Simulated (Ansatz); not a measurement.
# Heat carried by phonons in CdF2 (Fm-3m), part 2 of 2

How well does the lattice of CdF2 conduct heat?

Measurements to reproduce:
- thermal conductivity 4.3 W/m/K near room temperature (given in “Predicting the lattice thermal conductivity of solids by solving the Boltzmann transport equation: AFLOW - AAPL an automated, accurate and efficient framework”, 2017, arXiv:1611.05481)

Ansatz 0.2.0; DFT LDA, scalar-relativistic, plane waves, PAW; PAW set soft_1.

So far. Step 2 (A first coarse run): The start is under -5.7 GPa at this level and looks like an insulator or semiconductor on this mesh. Step 4 (Relaxing to small residual forces and stress): The residual pressure is -0.0064 GPa, small enough for phonons. The relaxed cell has a = 5.298 Å (conventional setting).

### Step 6. Third-order constants and the Boltzmann equation

The supercell must be wider than twice the pair cutoff, and the number of displaced cells grows with the pairs inside it, which is where the cost lies.

input.yaml

```yaml
crystal:
  lattice:
    - [0.0, 2.6489361669, 2.6489361669]
    - [2.6489361669, 0.0, 2.6489361669]
    - [2.6489361669, 2.6489361669, 0.0]
  atoms:
    - { symbol: Cd, position: [0.0, 0.0, 0.0] }
    - { symbol: F, position: [0.25, 0.25, 0.25] }
    - { symbol: F, position: [0.75, 0.75, 0.75] }
kpoints:
  mp_grid: { grid: [8, 8, 8] }
hamiltonian:
  xc: lda
  pseudopotentials: { kind: paw, azcp: { folder: soft_1 }, xc_functional: pbe }
scf:
  occupations: { method: fixed }
  lower_state_search: "off"
output:
  eigenvalues: true
phonons:
  method: fd
  dielectric: true
  qmesh: [8, 8, 8]
  temperatures: { t_max: 1000, t_step: 50 }
  qpath:
    path:
      - [[0.0, 0.0, 0.0], [0.5, 0.0, 0.5], [0.5, 0.25, 0.75], [0.375, 0.375, 0.75], [0.0, 0.0, 0.0], [0.5, 0.5, 0.5], [0.625, 0.25, 0.625], [0.5, 0.25, 0.75], [0.5, 0.5, 0.5], [0.375, 0.375, 0.75]]
      - [[0.625, 0.25, 0.625], [0.5, 0.0, 0.5]]
    npoints: 10
  third_order: { supercell: [4, 4, 4], pair_cutoff: 4.738 }
  lattice_thermal_conductivity:
    qmesh: [21, 21, 21]
    temperatures: [100.0, 150.0, 200.0, 300.0, 400.0, 500.0, 600.0, 800.0]
    isotope_mass_variance: [{ species: Cd, variance: 0.0002716 }, { species: F, variance: 0.0 }]
    solution: relaxation_time
```

Run with:

```console
ansatz run input.yaml --threads 18 --pin off --max-ram 92160MiB --backend cuda --events-out ev --progress --plain --runs-dir out
```

Numbers of over 12 decimals in the logs are rounded to 6 here.

Log:

```text
Warning: phonons: the dynamical matrix that this run interpolates holds no multipole term above the dipole-dipole one, and a site of this crystal is no centre of inversion, so its interpolated transverse optical and acoustic branches and sound speeds can stay off near Gamma, and the density of states and the thermodynamics with them. What a run solves at a wave vector of phonons.qpoints, Gamma apart, where the deck admits one, is free of this, and under fd what a larger phonons.supercell samples
Warning: phonons.dielectric: true without phonons.rigid_motions: the static dielectric tensor ε⁰ will be withheld (ε∞, Z* and the rows of modes are given); for a crystal or a slab, whose only rigid motions are the translations, set phonons.rigid_motions: translations
Warning: phonons.third_order: as it is cut ahead of every solve, the batch solves 171 displaced supercells where 121 would do. It runs under 768 of the 3072 operations that the crystal's space group holds on the batch's supercell: the batch's rule counts something of the run as laid on the whole of a grid (at basis.xc_grid: 1 a core's charge, or its kinetic-energy density under a functional that reads it; or a nonlocal correlation kernel at every level), which only an operation that permutes or reverses the grid's axes can carry. The force constants lose no accuracy. For the smaller batch, where no nonlocal correlation is read, try basis.xc_grid above 1; [rest of the remark cut]
[...]
concurrent solve slots: 17 of 18 are kept, ahead of what memory takes: no pass of the eigensolver takes more rounds on 17
[...]
Crystal: 24 atoms, lattice volume = 297.396 Å³
Basis set: ecut = 420 eV, 5791 PW (Γ), FFT grids on a1, a2, 2a1−4a2+a3
Bands: 164, of which v1, the nominal top of the filled ones, is band 136 counted from 1 (135 counted from 0)
Symmetry: 16 space group operations
k-points: 34 of 64
[...]
SCF iter   1: F=—  HF=-77651.312883 eV  |F-HF|=—  |Δ(HF+E_count)|=         —  Δρ=1.44e-8  dr2=2.60e-13  ethr=1.00e-12  ⟨swp⟩=3.0  Hψ=14003  notcnv=0
[...]
SCF 1 converged in 2 iterations: F = -77651.312883 eV  dr2 = 5.92e-14
[...]
SCF 2 converged in 3 iterations: F = -9706.414111 eV  dr2 = 3.39e-12
[...]
q = [0.0000, 0.1250, -0.2500] (star 24, supercell 5; hermiticity 1.31e-16, symmetrization 2.49e-16): 76.76 78.27 145.83 211.72 274.82 287.60 306.57 327.09 382.16
[...]
joined force constants: q→R imaginary residual 4.73e-19
  density of states and harmonic sums: on the 24×24×24 q-mesh, interpolated from the force constants of a 8×8×8 supercell (with the dipole–dipole term)
  largest difference from the sums on the solved wave vectors: F 1.87e-3 eV, S 2.36e-6 and C_V 4.84e-7 eV/K
  zero-point energy: 0.129033 eV/cell   skipped modes (ω ≤ 0): 3   left out of the sums: 2.41e-5 of the cell's modes: C_V's classical limit lies that fraction below 3 k_B per atom; for a crystal, a wire or a layer, F and S can be off by more, and a phonons.interpolated_qmesh denser along its periods is the remedy for the sampling
--- Third-order force constants: 171 member SCFs in a 4×4×4 supercell (pair cutoff 4.738 Å, amplitude 0.03 Å, SCF threshold 1.00e-9 eV, Σ member SCF iterations 1534) ---
  symmetry images taken by strict's conditions (phonons.symmetry_images: auto; settled by a core's charge or kinetic-energy density on sites where symmetry forbids the force that would show it, while other sites can bear one)
  2787 force-constant blocks with the first atom in the home cell, fitted with 296 parameters over 31 symmetry orbits; no atom triplet left out
  sum-rule residual: 1.624e-1 → 1.889e-14 eV/Å³; symmetrization residual: 1.194e-2 eV/Å³; largest sum-rule correction relative to its orbit: 2.325e-1, on the orbit of the block of home site 0 with site 2 of cell (-2, -1, 0) and site 2 of cell (-2, -1, 0), whose norm before the correction was 4.447e-1 eV/Å³
--- Lattice thermal conductivity: 21×21×21 mesh (286 irreducible points), tetrahedron method ---
  three-phonon and isotope scattering only; four-phonon, boundary and, in a metal, phonon-electron scattering are left out
  each conductivity is what the modes' populations carry and what the coherences between them add
  conductivity (a third of the tensor's trace), W/(m K), in the relaxation-time approximation:
       T (K)   relaxation time
      100.00           17.3020
      150.00           10.4356
      200.00            7.6954
      300.00            5.2073
      400.00            4.0145
      500.00            3.3059
      600.00            2.8336
      800.00            2.2394
```

Run time: 13 min. Hardware: 1 × NVIDIA GB200 with 18 threads of Arm Neoverse V2, shared host; peak memory 14 GiB; 87 min of CPU time.

Numbers from this step:

```
lowest frequency on the path               : 0 cm⁻¹
zero-point energy                          : 0.1290 eV/cell
point group                                : m-3m
highest frequency                          : 413.1 cm⁻¹
Debye temperature from the second moment   : 471 K
κ at 300 K (relaxation time)               : 5.207 W/m/K
dipole term                                : run
mean free path at half of κ                : 4.24 nm
share of κ above the three lowest branches : 0.298
third-order blocks                         : 2787
periodic aliases dropped                   : 0
largest relative sum-rule correction       : 0.2325
displaced cells, third order               : 171
```

LO-TO term included. The phonon branches at the labelled points (cm⁻¹):

```tsv
point	branch 1	branch 2	branch 3	branch 4	branch 5	branch 6	branch 7	branch 8	branch 9
Γ	0	0	0	237	237	318	318	318	390
halfway	61	61	149	204	204	246	345	345	400
X	111	111	117	156	156	199	365	365	413
halfway	113	124	126	151	187	210	347	370	409
W	115	137	139	158	158	292	292	376	404
halfway	111	131	145	160	173	252	325	370	404
K	106	128	142	179	191	217	350	356	405
halfway	74	78	142	201	281	282	306	330	386
Γ	0	0	0	237	237	318	318	318	390
halfway	64	64	125	248	248	311	311	312	378
L	88	88	187	266	266	298	298	307	361
halfway	95	118	174	200	231	266	326	338	386
U	106	128	142	179	191	217	350	356	405
halfway	111	131	145	160	173	252	325	370	404
W	115	137	139	158	158	292	292	376	404
halfway	98	124	171	196	202	294	297	353	390
L	88	88	187	266	266	298	298	307	361
halfway	95	118	174	200	231	266	326	338	386
K	106	128	142	179	191	217	350	356	405
jump to U	106	128	142	179	191	217	350	356	405
halfway	110	120	121	166	175	194	361	363	411
X	111	111	117	156	156	199	365	365	413
```

The phonon branches as a text plot (rows in cm⁻¹):

```
    404 |   ***************                  ********       *****
    387 |***               ***********      *        *    **
    370 |       *********             ******    ***** ** *     **
    353 |    ***   *     **                  ***     *  *   ****
    336 |  **       *   * ****              *** *     *   ***
    318 |**            *   *  *********    **    *     * ***
    301 | *          **     ****       ****        *******
    284 |  *         **    * *             *      **     **
    267 |   *               * *         *** *    *      *  *
    250 |    *         *  **   **   ****   * *  *      * *  *
    232 |**         *   *       ****       ** *       *   ** *
    215 |  ** *          **   **             * *          * *
    198 |    ** ****     *  **              * *      *     * ****
    181 |      *    *  *** *            *********   * **********
    164 |     * ***  ***  ***          *     *  ******      *  **
    146 |    *     ********  *                *******        *
    129 |   *   *  ********   *       *      ******  *      ****
    112 |       ********** *                *  ****** *   ** ****
     95 |  *              ***  *     *   ******      ********
     77 |     **             *      *  **
     60 | *  *                ***    **
     43 |* **                  **   *
     26 | *                     ** *
      9 |*                       ***
         Γ       X    W  K        Γ      L     U  W     L   K|U X
```

The lattice thermal conductivity, RTA xx by temperature:

```tsv
temperature (K)	lattice thermal conductivity, RTA xx (W/m/K)
100	17.3
150	10.4
200	7.70
300	5.21
400	4.01
500	3.31
600	2.83
800	2.24
```

The modes has structure finer than the step of the table below, so its rows give means over 20 cm⁻¹, whole bins alone (the curve runs from -10 to 435 cm⁻¹). Peaks (cm⁻¹: height): Cd 96.4: 0.0366, 172.0: 0.0297; F 130.0: 0.0117, 233.6: 0.0214, 323.3: 0.0336, 390.5: 0.0314.

Phonopy on the run's constants, 19x19x19 mesh, Gaussian sigma 3.2 cm⁻¹. Table of modes by wavenumber; means over each step; values in 1/cm⁻¹/cell:

```tsv
wavenumber (cm⁻¹)	Cd	F
0	3.8e-5	1.2e-5
20	7.8e-4	2.5e-4
40	0.00284	8.8e-4
60	0.00721	0.00193
80	0.0197	0.00368
100	0.0347	0.00450
120	0.0170	0.00620
140	0.00925	0.00842
160	0.0191	0.0129
180	0.0227	0.0167
200	0.00510	0.0183
220	0.00232	0.0195
240	0.00175	0.0193
260	9.8e-4	0.0182
280	7.1e-4	0.0152
300	8.5e-4	0.0207
320	7.5e-4	0.0296
340	7.3e-4	0.0291
360	7.5e-4	0.0256
380	0.00154	0.0198
400	0.00108	0.0270
420	1.8e-5	0.00213
```

Distinct triplets, nearest first. Third order norms, by row:

```tsv
sites	side 1 (Å)	side 2 (Å)	side 3 (Å)	norm of the 27 components (eV/Å³)
Cd-Cd-Cd	0	0	0	0
F-F-F	0	0	0	39.95
Cd-F-F	0	2.29	2.29	18.57
Cd-F-Cd	0	2.29	2.29	19.4
Cd-F-F	2.29	2.29	2.65	0.917
F-F-F	0	2.65	2.65	5.096
Cd-F-F	2.29	2.29	3.75	0.313
Cd-F-Cd	2.29	2.29	3.75	0.675
F-F-F	2.65	2.65	3.75	0.253
Cd-Cd-Cd	0	3.75	3.75	1.824
Cd-Cd-Cd	3.75	3.75	3.75	0.1
F-F-F	0	3.75	3.75	0.579
F-F-F	3.75	3.75	3.75	0.015
F-F-F	3.75	3.75	3.75	0.048
Cd-F-F	2.29	2.65	4.39	0.29
Cd-F-F	2.29	3.75	4.39	0.086
Cd-F-Cd	2.29	3.75	4.39	0.125
Cd-F-F	0	4.39	4.39	0.389
Cd-F-F	3.75	4.39	4.39	0.05
Cd-F-F	3.75	4.39	4.39	0.012
Cd-F-F	2.65	4.39	4.39	0.071
Cd-F-Cd	3.75	4.39	4.39	0.073
Cd-F-Cd	3.75	4.39	4.39	0.025
Cd-F-Cd	0	4.39	4.39	0.36
Cd-F-F	2.29	2.29	4.59	0.143
F-F-F	2.65	3.75	4.59	0.041
F-F-F	2.65	3.75	4.59	0.073
Cd-F-F	4.39	4.39	4.59	0.009
Cd-F-F	2.29	4.39	4.59	0.038
F-F-F	0	4.59	4.59	0.145
```

Born charge (rows field, columns displacement) (e), principal values of the symmetric part by kind of site:

```tsv
atom	atoms with these values	low	middle	high	mean
Cd1	1	2.46	2.46	2.46	2.46
F2	2	-1.23	-1.23	-1.23	-1.23
```

In full for Cd1:

```
2.46 0.00 0.00
0.00 2.46 0.00
0.00 0.00 2.46
```

RTA, 300 K. Kappa by branch, by row:

```tsv
branch (by rank)	mean frequency (THz)	mean rms speed (km/s)	median lifetime (ps)	share of kappa
1	2.65	1.28	1.87	0.168
2	3.07	1.99	1.45	0.28
3	4.59	2.26	0.716	0.254
4	5.85	2.45	0.333	0.053
5	6.52	3.16	0.297	0.081
6	7.83	3.78	0.285	0.103
7	9.72	2.47	0.275	0.043
8	10.39	1.49	0.266	0.014
9	11.77	0.96	0.159	0.003
```

Table of spectral kappa at 300 K, relaxation time (W/m/K/THz) by frequency; read off at these points:

```tsv
frequency (THz)	spectral kappa at 300 K, relaxation time (W/m/K/THz)
0.25	0.382
0.75	0.796
1.25	0.971
1.75	1.00
2.75	0.896
3.25	0.701
3.75	0.493
4.25	0.314
4.75	0.301
5.25	0.312
5.75	0.315
6.75	0.346
7.25	0.305
7.75	0.285
8.25	0.254
8.75	0.230
9.25	0.198
9.75	0.163
10.75	0.0450
11.25	0.0122
11.75	0.0164
12.25	0.00412
```

Relaxation-time solution. The share of κ carried by shorter paths by mean free path:

```tsv
mean free path (nm)	100 K	300 K	800 K
0.316	0	0.005	0.093
0.464	0	0.014	0.251
0.681	0.001	0.042	0.387
1	0.001	0.114	0.442
1.47	0.004	0.294	0.519
2.15	0.01	0.373	0.584
3.16	0.028	0.433	0.642
4.64	0.083	0.518	0.703
6.81	0.167	0.586	0.759
10	0.214	0.647	0.804
14.7	0.282	0.703	0.846
21.5	0.375	0.768	0.901
31.6	0.45	0.822	0.93
46.4	0.517	0.849	0.934
68.1	0.589	0.899	0.971
100	0.658	0.925	1
147	0.712	0.942	1
215	0.771	0.968	1
316	0.836	1	1
464	0.888	1	1
681	0.888	1	1
1000	0.952	1	1
1470	1	1	1
```

300 K; a sample spread over frequency. Mode lifetimes, by row, the first 40 of 90 rows:

```tsv
q1	q2	q3	branch	frequency (THz)	rms speed (km/s)	three-phonon rate (1/ps)	isotope rate (1/ps)	lifetime (ps)	mean free path (nm)
0	0.0476	0.0476	1	0.347	1.94	0.0241	2.94e-7	41.5	80.4
0	0	0.1429	2	1.19	2.55	0.067	8.97e-5	14.9	38
0	0.1429	-0.1429	1	1.618	2.42	0.387	3.02e-4	2.59	6.25
0.0476	0.1905	0.2857	2	1.926	2.43	0.306	7.21e-4	3.26	7.93
0	0.1429	0.3333	1	2.129	1.74	0.362	0.00121	2.76	4.79
0.0476	0.1429	-0.2381	1	2.302	1.88	0.399	0.00191	2.49	4.69
0.0952	0.2857	0.381	2	2.451	1.96	0.476	0.0028	2.09	4.1
0	0.0476	-0.381	1	2.551	0.74	0.333	0.00429	2.97	2.19
0	0.1429	-0.2857	2	2.646	2.36	0.574	0.00579	1.72	4.07
0.0476	0.1429	-0.4762	1	2.72	0.62	0.403	0.00735	2.44	1.5
0	0.2381	0.4762	1	2.802	1.19	0.574	0.00758	1.72	2.04
0.1429	0.2857	-0.4762	1	2.885	1.25	0.556	0.00821	1.77	2.22
0.1429	0.3333	0.4762	2	2.958	2.44	1.11	0.00677	0.898	2.19
0	0.2857	-0.381	1	3.034	0.62	0.6	0.00927	1.64	1.01
0.0476	0.4286	0.4762	1	3.133	1.37	0.806	0.00933	1.23	1.68
0.1905	0.381	-0.381	1	3.225	1	0.682	0.0104	1.44	1.45
0.0952	0.4286	-0.4286	1	3.291	0.9	0.739	0.0105	1.33	1.2
0.1429	0.4762	-0.381	1	3.38	0.38	0.755	0.00774	1.31	0.496
0	0.1905	-0.4286	2	3.561	2.24	0.713	0.0046	1.39	3.12
0	0.4286	-0.4286	3	3.694	1.75	0.787	0.00544	1.26	2.21
0.0952	0.4286	-0.381	2	3.841	1.55	3.16	2.97e-4	0.316	0.492
0	0.2857	-0.381	2	3.981	1.13	2.05	0.00287	0.487	0.55
0.0476	0.4286	0.4762	3	4.124	3.95	3.19	1.43e-6	0.313	1.24
0.0476	0.1905	-0.1905	3	4.353	2.54	0.914	0.00344	1.09	2.76
0	0.0952	-0.2857	3	4.565	2.78	1.11	0.00557	0.898	2.49
0.0476	0.2857	-0.381	3	4.7	2.36	2.56	0.00496	0.389	0.919
0.1905	0.381	-0.381	3	4.814	1.9	2.77	0.00425	0.36	0.685
0.1905	0.4286	-0.2381	5	4.886	1.81	1.47	0.0191	0.673	1.22
0.0952	0.381	-0.4286	4	4.978	2.73	3	0.00268	0.333	0.909
0.0952	0.2857	-0.4286	3	5.041	1.61	2.22	0.0134	0.449	0.724
0.0952	0.2381	-0.4762	3	5.125	0.86	1.52	0.0227	0.649	0.56
0	0.1905	-0.4286	3	5.193	1.78	1.91	0.0209	0.519	0.925
0	0.0952	-0.381	3	5.261	1.71	1.42	0.02	0.694	1.19
0.0476	0.1429	-0.381	3	5.341	1.3	1.55	0.0193	0.635	0.828
0.0476	0.381	-0.381	5	5.42	2.18	2.51	0.00838	0.397	0.865
0.1429	0.2857	-0.4286	4	5.494	2.74	2.52	0.00768	0.395	1.08
0	0.3333	0.4762	5	5.578	0.88	1.98	0.0163	0.501	0.439
0.0476	0.2857	0.381	4	5.708	2.15	3.09	0.00134	0.324	0.698
0.0952	0.2857	-0.4762	5	5.812	4.71	3.58	6.76e-4	0.28	1.32
0.0476	0.2857	-0.4286	5	5.949	4.02	3.5	2.79e-4	0.286	1.15
```

Without the LO-TO term. Gamma linewidths, by row:

```tsv
branch	frequency (cm⁻¹)	three-phonon rate (1/ps)	isotope rate (1/ps)	FWHM (cm⁻¹)
4	236.9	1.62	8.66e-4	8.59
5	236.9	1.62	8.66e-4	8.59
6	236.9	1.62	8.66e-4	8.59
7	318.2	3.08	2.42e-34	16.4
8	318.2	3.08	2.42e-34	16.4
9	318.2	3.08	2.42e-34	16.4
```

W/m/K, third of the trace; RTA populations with a boundary rate v/L added to each mode (Matthiessen's rule). Kappa by grain size, by row:

```tsv
T (K)	bulk	10 nm	30 nm	100 nm	300 nm	1000 nm	10000 nm	100000 nm
100	17.16	4.656	7.476	10.65	13.16	15.19	16.86	17.13
300	4.834	2.915	3.627	4.204	4.537	4.725	4.822	4.832
600	2.398	1.721	2.008	2.217	2.322	2.373	2.396	2.398
```

W/m/K, third of the trace; RTA populations with the isotope rates scaled. Kappa by mass disorder, by row:

```tsv
T (K)	no isotopes	as typed	variance x 3	variance x 10	variance x 30
100	17.56	17.16	16.48	14.8	12.29
300	4.854	4.834	4.794	4.669	4.39
600	2.403	2.398	2.389	2.359	2.282
```

At 300 K the relaxation-time value is 5.21 W/(m K).

### Step 7. Outcome

```
highest frequency                          : 413.1 cm⁻¹
Debye temperature from the second moment   : 471 K
κ at 300 K (relaxation time)               : 5.207 W/m/K
mean free path at half of κ                : 4.24 nm
share of κ above the three lowest branches : 0.298
```

**Reading.** The lattice of CdF2 conducts 5.21 W/(m K) at 300 K by LDA (mean over directions, relaxation-time solution). Above 300 K the relaxation-time κ falls as T^-0.86; the coherence part, which does not fall like the populations, is one cause of the flatter curve. Grains of 100 nm would keep 87 % of the bulk value at 300 K, and grains of 1 µm 98 %. Removing the natural isotope disorder raises κ at 300 K by 0 %. A measured thermal conductivity near room temperature is 4.3 W/m/K (arXiv:1611.05481); the calculated 5.21 W/m/K differs by +21 %. The relaxed cell is 5 % smaller in volume than the database cell, which stiffens most phonons and usually raises κ; no run here tested that. Four-phonon, defect and boundary scattering, which are left out, would lower the calculated value; thermal expansion is left out too. The last run computed the relaxation-time solution alone; it counts normal processes as resistive, so the full solution usually lies higher, most of all in good conductors. The sum rules changed one orbit of cubic constants by up to 23 %; by the manual a large change points to a short cutoff or, on a small and distant orbit, to noisy forces. The conductivities include the coherence part between close branches; the shares for grains, isotopes, branches and paths are of the relaxation-time populations alone. Cubic couplings among atoms farther apart than the pair cutoff are dropped, and neither the cutoff nor the q-mesh was shown to be converged here. The interpolation has no quadrupole term, so branches near the zone centre are less sure, since this crystal has sites that are not centres of inversion. The PAW files were made for PBE and are used here under another functional, for which the program regenerates the frozen cores.

[Logs are printed without paths, hosts, clocks, repeated set-up lines and the standing remarks that a program may print on its own settings, such as how far it seeks lower states.]

[Hosts, paths, dates, database ids (printed as entryN), source tags and the programs' standing remarks are cut or masked in the printed files.]

[A step with changed settings may run another functional than the one named; its input shows which.]
